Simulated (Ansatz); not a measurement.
KNiF3 (Pm-3m): Hubbard U and Hund's J by constrained RPA. It takes space group Pm-3m (No. 221, cubic). The conventional cell has a = 4.000 Å, b = 4.000 Å, c = 4.000 Å, α = 90.00°, β = 90.00°, γ = 90.00°. K has 12 F at 2.83 Å nearest. Nearest to Ni lie 6 F at 2.00 Å. F has 2 Ni at 2.00 Å and 4 K at 2.83 Å nearest. Farther neighbours and most contacts between anions are not listed. The calculation used DFT, LDA, plane waves, PAW (and 1 further level or step) in Ansatz 0.2.0, with cutoff 420 eV, 6×6×6 k-mesh, smearing width 0.08 eV, default PAW, coordination {"Ni": "octahedral"}, magnetic state non-magnetic by constraint in one of its runs. The Ni d is U 8.17 eV, U′ 6.87 eV, J 0.65 eV, bare V 23.2 eV and the Ni d + anion p is U 11.39 eV, U′ 9.83 eV, J 0.79 eV, bare V 26.7 eV. The method is constrained RPA on non-magnetic LDA, 6×6×6 mesh, static; search for lower states off. It took 3 runs, 13 min in all on 8 threads of Arm Neoverse V2, shared host (the runs of this entry). For Ni d, screening cuts the on-site interaction from 23.24 eV to 8.17 eV (35 %), while J goes only from 0.78 eV to 0.65 eV: the monopole is screened far more than the multipoles. U − 2J differs from U′ by +0.001 eV, so the Kanamori relation holds well. The database entry behind the starting cell differs from later determinations by our own check (about 0.35 % short). This run has no spin polarisation, although Ni can carry a moment. The cell and positions come from the Crystallography Open Database and are kept as given unless a step says otherwise. The bands cross the Fermi level under this constraint, which need not be the crystal's state: magnetic order, correlation or a lattice distortion may open a gap.

```xyz
5
Lattice="0.0000 0.0000 -4.0000 0.0000 -4.0000 0.0000 -4.0000 0.0000 0.0000" Properties=species:S:1:pos:R:3 pbc="T T T"
K     0.0000    0.0000    0.0000
Ni   -2.0000   -2.0000   -2.0000
F     0.0000   -2.0000   -2.0000
F    -2.0000   -2.0000    0.0000
F    -2.0000    0.0000   -2.0000
```

[Paths, hosts, dates, memory and timing lines, banners, echoed tables and standing remarks are left out of the program output.]

[Logs are printed without paths, hosts, clocks, repeated set-up lines and the standing remarks that a program may print on its own settings, such as how far it seeks lower states.]

[Runs of the session that timed out or met a known fault of the program may be left out.]

[Hosts, paths, dates, database ids (printed as entryN), source tags and the programs' standing remarks are cut or masked in the printed files.]
